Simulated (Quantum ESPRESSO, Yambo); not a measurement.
# SnSO (1T monolayer (Janus)): G0W0 with Yambo, start to end, part 2 of 3

How does a plane-wave GW calculation on SnSO (1T monolayer (Janus)) run from the first input to the gap?

Quantum ESPRESSO 7.5 and Yambo 5.3.0; PBE and many-body steps on it, plane waves. Known limits of the many-body steps: not at the basis limit.

So far. Step 2 (Ground state): The gap is direct, at Γ. Step 3 (Bands along the symmetry lines): The gap is 0.822 eV, as in the run before at this level.

## 4. Empty states on the mesh, 9×9×1 mesh, 192 bands

Level of this step: DFT, PBE with spin-orbit coupling, plane waves, norm-conserving pseudopotentials (Quantum ESPRESSO).

The sums over transitions need many empty states on a uniform mesh; this step solves for them.

The input, pw.in:

```
&control
  calculation = 'nscf'
  prefix = 'x'
  outdir = 'o'
  pseudo_dir = 'pseudo'
/
&system
  ibrav = 0
  nat = 3
  ntyp = 3
  ecutwfc = 84.0
  nbnd = 192
  force_symmorphic = .true.
  noncolin = .true.
  lspinorb = .true.
/
&electrons
  conv_thr = 1e-9
  electron_maxstep = 80
  diago_full_acc = .true.
  diago_thr_init = 5e-6
/
ATOMIC_SPECIES
  Sn 118.71 Sn.upf
  O 15.999 O.upf
  S 32.06 S.upf
CELL_PARAMETERS angstrom
  3.4693277090 -0.0000000002 0.0000000000
  -1.7346638543 3.0045259301 0.0000000000
  0.0000000000 0.0000000000 14.0000000000
ATOMIC_POSITIONS crystal
  Sn 0.0000000000 0.0000000000 0.5141041534
  O 0.3333333333 0.6666666667 0.5815881512
  S 0.6666666667 0.3333333333 0.4043076954
K_POINTS automatic
  9 9 1 0 0 0
```

Launch:

```sh
$ OMP_NUM_THREADS=1 mpirun -n 4 pw.x -nk 4 -in pw.in > pw.out
```

Log:

```text
[banner, memory and clock lines left out]
Program PWSCF v.7.5 starts

     Atomic positions and unit cell read from directory:
     o/x.save/

     Message from routine setup:
     using ibrav=0 with symmetry is DISCOURAGED, use correct ibrav instead

     G-vector sticks info

     bravais-lattice index     =            0
     lattice parameter (alat)  =       6.5561  a.u.
     unit-cell volume          =     984.7952 (a.u.)^3
     number of atoms/cell      =            3
     number of atomic types    =            3
     number of electrons       =        34.00
     number of Kohn-Sham states=          192
     kinetic-energy cutoff     =      84.0000  Ry
     charge density cutoff     =     336.0000  Ry
     Exchange-correlation= PBE
                           (   1   4   3   4   0   0   0)
     Non magnetic calculation with spin-orbit

     celldm(1)=   6.556079  celldm(2)=   0.000000  celldm(3)=   0.000000
     celldm(4)=   0.000000  celldm(5)=   0.000000  celldm(6)=   0.000000

     crystal axes: (cart. coord. in units of alat)
               a(1) = (   1.000000  -0.000000   0.000000 )
               a(2) = (  -0.500000   0.866025   0.000000 )
               a(3) = (   0.000000   0.000000   4.035364 )

     reciprocal axes: (cart. coord. in units 2 pi/alat)
               b(1) = (  1.000000  0.577350 -0.000000 )
               b(2) = (  0.000000  1.154701 -0.000000 )
               b(3) = ( -0.000000 -0.000000  0.247809 )
     Pseudo is Norm-conserving + core correction, Zval = 22.0
     Generated using ONCVPSP code by D. R. Hamann
     Using radial grid of 1668 points, 10 beta functions with:
     Pseudo is Norm-conserving + core correction, Zval =  6.0
     Generated using ONCVPSP code by D. R. Hamann
     Using radial grid of  936 points,  8 beta functions with:
     Pseudo is Norm-conserving + core correction, Zval =  6.0
     Generated using ONCVPSP code by D. R. Hamann
     Using radial grid of 1146 points, 10 beta functions with:
     Sn               22.00   118.71000     Sn( 1.00)
     O                 6.00    15.99900     O ( 1.00)
     S                 6.00    32.06000     S ( 1.00)

      6 Sym. Ops. (no inversion) found

   Cartesian axes

     site n.     atom                  positions (alat units)
         1        Sn     tau(   1) = (   0.0000000   0.0000000   2.0745974  )
         2        O      tau(   2) = (  -0.0000000   0.5773503   2.3469199  )
         3        S      tau(   3) = (   0.5000000   0.2886751   1.6315287  )

     number of k points=    12
                       cart. coord. in units 2pi/alat
        k(    1) = (   0.0000000   0.0000000   0.0000000), wk =   0.0123457
        k(    2) = (   0.0000000   0.1283001   0.0000000), wk =   0.0740741
        k(    3) = (   0.0000000   0.2566001   0.0000000), wk =   0.0740741
[...]
k(   11) = (   0.2222222   0.5132002   0.0000000), wk =   0.1481481
        k(   12) = (   0.3333333   0.5773503   0.0000000), wk =   0.0246914

     Dense  grid:   102473 G-vectors     FFT dimensions: (  40,  40, 160)

     The potential is recalculated from file :
     o/x.save/charge-density

     Starting wfcs are   42 randomized atomic wfcs +  150 random wfcs

     Band Structure Calculation

     End of band structure calculation

          k = 0.0000 0.0000 0.0000 ( 12845 PWs)   bands (ev):

  -129.9606-129.9606 -91.0147 -91.0147 -83.4664 -83.4664 -83.4370 -83.4370
   -22.6718 -22.6718 -22.6671 -22.6671 -21.6828 -21.6828 -21.6336 -21.6336
   -21.6019 -21.6019 -18.8135 -18.8135 -13.9336 -13.9336  -6.0982  -6.0982
    -3.4887  -3.4887  -3.4383  -3.4383  -2.4111  -2.4111  -0.9130  -0.9130
[...]
[... 12 further rows ...]
[...]
k = 0.0000 0.1283 0.0000 ( 12843 PWs)   bands (ev):

  -129.9606-129.9606 -91.0148 -91.0148 -83.4664 -83.4664 -83.4371 -83.4371
[...]
[... 12 further rows ...]
[...]
k = 0.0000 0.2566 0.0000 ( 12855 PWs)   bands (ev):

  -129.9606-129.9606 -91.0149 -91.0149 -83.4665 -83.4665 -83.4375 -83.4375
[...]
[... 12 further rows ...]
    35.7067  35.7141  36.3072  36.3149  36.7554  36.7556  36.9927  36.9997
    37.5290  37.5293  37.5441  37.5457  38.1612  38.1712  38.4578  38.4625

          k = 0.0000 0.3849 0.0000 ( 12804 PWs)   bands (ev):

     [... further k-points ...]

     highest occupied, lowest unoccupied level (ev):    -0.8220    0.0002

     XML data file, pseudopotentials, collected wavefunctions
```

It took 2.5 min on 4 MPI ranks of Arm Neoverse V2, shared host; peak memory 2 GiB.

This step gave:

- gap: 0.8222 eV
- k of the valence top: 0, 0, 0
- k of the conduction bottom: 0, 0, 0
- least direct gap: 0.8222 eV
- k points computed: 12
- lowest point of the top converged band, above the valence top: 38.53 eV

On this mesh the gap is 0.822 eV.

## 5. Conversion and set-up

This step: Yambo 5.3.0; conversion and set-up on PBE with spin-orbit coupling, plane waves, norm-conserving pseudopotentials.

The states are converted to the many-body program's format and the q mesh is built.

Launch:

```sh
$ (cd o/x.save; p2y > p2y.log; mv SAVE ../..); yambo > setup.log
```

Log:

```text
 Yambo, version 5.3.0

 [02] CORE Variables Setup
 =========================

  [02.01] Unit cells
  ==================

  Cell kind             :  HCP
  Atoms in the cell     :  Sn  O  S
  number of Sn atoms    :  1
  number of O  atoms    :  1
  number of S  atoms    :  1

  List of atomic masses
  Mass of Sn    :  118.7100
  Mass of O     :  15.99900
  Mass of S     :  32.06000

  List of atomic coordinates    : [cc]
  Sn1       :   0.00000   0.00000  13.60122  order 1
  O1       : -0.75841E-10   3.7852       15.387      order 2
  S1       :   3.27804   1.89258  10.69643  order 3

  Alat factors          :   6.55608   5.67773  26.45617 [a.u.]
  Direct lattice volume :  984.7952 [a.u.]
  Direct lattice vectors:  A[ 1 ]  A[ 2 ]  A[ 3 ]
   A[ 1 ]:   1.0000     -0.66566E-10   0.0000      [iru]
    6.5561     -0.37795E-09   0.0000      [cc]
   A[ 2 ]: -0.500000  1.000000  0.000000  [iru]
  -3.278040  5.677731  0.000000  [cc]
   A[ 3 ]:  0.000000  0.000000  1.000000  [iru]
    0.00000   0.00000  26.45617  [cc]

  Recip. lattice volume :  0.251880 [a.u.]
  Recip. lattice vectors:  B[ 1 ]  B[ 2 ]  B[ 3 ]
   B[ 1 ]:  1.000000  0.500000  0.000000  [iku]
   0.958375  0.553318 -0.000000  [cc]
   B[ 2 ]:  0.66566E-10   1.0000       0.0000      [iku]
   0.63795E-10   1.1066      -0.0000      [cc]
   B[ 3 ]:  0.000000  0.000000  1.000000  [iku]
  -0.000000 -0.000000  0.237494  [cc]

  [02.02] Symmetries
  ==================

  Inversion symmetry    : yes
  Spatial inversion     : no
  Inversion index       :   7
  K-space Time-reversal : yes
  Magnetic symmetries   : no
  Time-reversal derived K-space symmetries:   7  12
  Group table correct   : yes
  Symmetries units      :  [cc]

   [S  1]:   1.0000      0.44943E-26   0.0000      0.15975E-16   1.0000       0.0000       0.0000       0.0000       1.0000
   [S  2]: -0.500000  0.866025  0.000000 -0.866025 -0.500000  0.000000  0.000000  0.000000  1.000000
   [S  3]: -0.500000 -0.866025  0.000000  0.866025 -0.500000  0.000000  0.000000  0.000000  1.000000
   [S  4]:  -1.0000      0.11530E-09   0.0000      0.13313E-09   1.0000       0.0000       0.0000       0.0000       1.0000
   [S  5]:  0.500000  0.866025  0.000000  0.866025 -0.500000  0.000000  0.000000  0.000000  1.000000
   [S  6]:  0.500000 -0.866025  0.000000 -0.866025 -0.500000  0.000000  0.000000  0.000000  1.000000
   [S* 7]:  -1.0000     -0.44943E-26  -0.0000     -0.15975E-16  -1.0000      -0.0000      -0.0000      -0.0000      -1.0000
   [S* 8]:  0.500000 -0.866025 -0.000000  0.866025  0.500000 -0.000000 -0.000000 -0.000000 -1.000000
   [S* 9]:  0.500000  0.866025 -0.000000 -0.866025  0.500000 -0.000000 -0.000000 -0.000000 -1.000000
   [S*10]:   1.0000     -0.11530E-09  -0.0000     -0.13313E-09  -1.0000      -0.0000      -0.0000      -0.0000      -1.0000
   [S*11]: -0.500000 -0.866025 -0.000000 -0.866025  0.500000 -0.000000 -0.000000 -0.000000 -1.000000
[...]
WF components:  12843
  K [ 3]         [rlu]:  0.38605E-26  0.22222       0.0000
         WF components:  12855
[...]
K [ 8]         [rlu]:  0.111111  0.333333  0.000000
[...]
K [ 9]         [rlu]:  0.111111  0.444444  0.000000
[...]
K [10]         [rlu]:  0.222222  0.222222  0.000000
[...]
K [11]         [rlu]:  0.222222  0.333333  0.000000
         WF components:  12794
  K [12]         [rlu]:  0.333333  0.333333  0.000000
         WF components:  12756

  [02.05] Energies & Occupations
  ==============================

  [X] === General ===
  [X] Electronic Temperature                        :  0.000000  0.000000 [eV K]
  [X] Bosonic    Temperature                        :  0.000000  0.000000 [eV K]
  [X] Finite Temperature mode                       : no
  [X] El. density                                   :  0.23299E+24 [cm-3]
  [X] Fermi Level                                   : -0.821988 [eV]

  [X] === Gaps and Widths ===
  [X] Conduction Band Min                           :  0.822204 [eV]
  [X] Valence Band Max                              :  0.000000 [eV]
  [X] Filled Bands                                  :   34
  [X] Empty Bands                                   :   35  192
  [X] Direct Gap                                    :  0.822204 [eV]
  [X] Direct Gap localized at k                     :  1
  [X] Indirect Gap                                  :  0.822204 [eV]
  [X] Indirect Gap between kpts                     :  1  1
  [X] Last valence band width                       :  1.066160 [eV]
  [X] 1st conduction band width                     :  2.058967 [eV]

  E @ K [ 1]:  [eV]
  -129.1386 -129.1386  -90.1927  -90.1927  -82.6444  -82.6444  -82.6150  -82.6150
[...]
occ @ K [ 1]
[...]
E @ K [ 2]:  [eV]
[...]
occ @ K [ 2]
[...]
E @ K [ 3]:  [eV]
[...]
occ @ K [ 3]
[...]
E @ K [ 8]:  [eV]
[...]
occ @ K [ 8]
[...]
E @ K [ 9]:  [eV]
[...]
occ @ K [ 9]
[...]
E @ K [10]:  [eV]
[...]
occ @ K [10]
[...]
E @ K [11]:  [eV]
[...]
occ @ K [11]
[...]
E @ K [12]:  [eV]
[...]
occ @ K [12]
[...]
0.000000  0.000000  0.000000  0.000000  0.000000  0.000000  0.000000  0.000000
   0.000000  0.000000  0.000000  0.000000  0.000000  0.000000  0.000000  0.000000

 [03] Transferred momenta grid and indexing
 ==========================================

 IBZ Q-points                                      :  12
 BZ  Q-points                                      :   81

 K/Q-points units:
 rlu = crystal or reduced units; cc = cartesian coordinates; iku = interal k-units

 Q [ 1]         [rlu]:  0.000000  0.000000  0.000000
 Q [ 2]         [rlu]:  0.20495E-17  0.11111       0.0000
 Q [ 3]         [rlu]:  0.40991E-17  0.22222       0.0000
[...]
Q [ 8]         [rlu]:  0.111111  0.333333  0.000000
 Q [ 9]         [rlu]:  0.111111  0.444444  0.000000
 Q [10]         [rlu]:  0.222222  0.222222  0.000000
 Q [11]         [rlu]:  0.222222  0.333333  0.000000
 Q [12]         [rlu]:  0.333333  0.333333  0.000000

  [03.01] X indexes
  =================

   [03.01.01] Sigma indexes
   ========================

 [06] Game Over & Game summary
```

It took 5 s on 1 MPI rank; peak memory 0.26 GiB.

[end of part 2 of 3]

[Paths, hosts, dates, memory and timing lines, banners, echoed tables and standing remarks are left out of the program output.]

[Logs are printed without paths, hosts, clocks, repeated set-up lines and the standing remarks that a program may print on its own settings, such as how far it seeks lower states.]

[Runs of the session that timed out or met a known fault of the program may be left out.]

[Hosts, paths, dates, database ids (printed as entryN), source tags and the programs' standing remarks are cut or masked in the printed files.]
